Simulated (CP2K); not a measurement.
Methyl thiocyanate has these distinct C atoms: C1 (bonded to S and 3 H) and C3 (bonded to N and S).

```xyz
7

C    -0.9797    0.0064   -0.0210
S     0.4156   -1.1584    0.1533
C     1.7117   -0.0867    0.0469
N     2.6501    0.6139   -0.0233
H    -0.9392    0.5105   -0.9917
H    -1.8807   -0.6165    0.0363
H    -0.9779    0.7307    0.7996
```

Their partial C K spectra (CP2K XAS_TDP, all-electron GAPW, PBEh(45%), aug-cc-pVDZ, TDA, GW2X-corrected core level, no relativity) are given in random order, each times the number of alike atoms.

Gaussian full width 0.5 eV, oscillator strength per eV, alike atoms added, rows of zeros left out:

| E (eV) | curve 1 | curve 2 |
| --- | --- | --- |
| 288.00 | 0.003 | 0.000 |
| 288.25 | 0.031 | 0.000 |
| 288.50 | 0.079 | 0.001 |
| 288.75 | 0.061 | 0.017 |
| 289.00 | 0.074 | 0.068 |
| 289.25 | 0.103 | 0.069 |
| 289.50 | 0.040 | 0.018 |
| 289.75 | 0.004 | 0.001 |
| 290.25 | 0.001 | 0.000 |
| 290.50 | 0.012 | 0.002 |
| 290.75 | 0.032 | 0.011 |
| 291.00 | 0.021 | 0.016 |
| 291.25 | 0.003 | 0.010 |
| 291.50 | 0.000 | 0.036 |
| 291.75 | 0.002 | 0.083 |
| 292.00 | 0.011 | 0.057 |
| 292.25 | 0.019 | 0.014 |
| 292.50 | 0.013 | 0.004 |
| 292.75 | 0.004 | 0.005 |
| 293.00 | 0.001 | 0.006 |
| 293.25 | 0.002 | 0.006 |
| 293.50 | 0.001 | 0.003 |
| 293.75 | 0.000 | 0.008 |
| 294.00 | 0.002 | 0.022 |
| 294.25 | 0.008 | 0.033 |
| 294.50 | 0.014 | 0.052 |
| 294.75 | 0.013 | 0.047 |
| 295.00 | 0.007 | 0.016 |
| 295.25 | 0.005 | 0.003 |
| 295.50 | 0.003 | 0.004 |
| 295.75 | 0.001 | 0.005 |
| 296.00 | 0.002 | 0.002 |
| 296.25 | 0.003 | 0.000 |
| 296.50 | 0.005 | 0.000 |
| 296.75 | 0.004 | 0.001 |
| 297.00 | 0.001 | 0.000 |
| 297.25 | 0.001 | 0.000 |
| 297.50 | 0.000 | 0.001 |
| 297.75 | 0.002 | 0.003 |
| 298.00 | 0.003 | 0.003 |
| 298.25 | 0.004 | 0.003 |
| 298.50 | 0.006 | 0.001 |
| 298.75 | 0.004 | 0.002 |
| 299.00 | 0.006 | 0.006 |
| 299.25 | 0.011 | 0.006 |
| 299.50 | 0.006 | 0.004 |
| 299.75 | 0.003 | 0.016 |
| 300.00 | 0.015 | 0.033 |
| 300.25 | 0.034 | 0.030 |

Question: Which curve belongs to which atom?

Curve 1: C3 (bonded to N and S), leading line at 288.54 eV (f = 0.043 an atom), ionisation energy 293.96 eV, term value 5.42 eV. Curve 2: C1 (bonded to S and 3 H), leading line at 289.13 eV (f = 0.043 an atom), ionisation energy 293.69 eV, term value 4.56 eV. The leading line of an atom is its first one with 35 % of the strongest within 2.5 eV of its lowest line over the strength cut. A line lies at the core ionisation energy, which rises as an atom loses charge to its neighbours or to a π system, less the term value, which is large for a low π* or σ* orbital with weight on that atom.

[Banner, clock and machine lines of the logs are left out without a mark of their own.]

[Logs are printed without paths, hosts, clocks, repeated set-up lines and the standing remarks that a program may print on its own settings, such as how far it seeks lower states.]

[Hosts, paths, dates, database ids (printed as entryN), source tags and the programs' standing remarks are cut or masked in the printed files.]
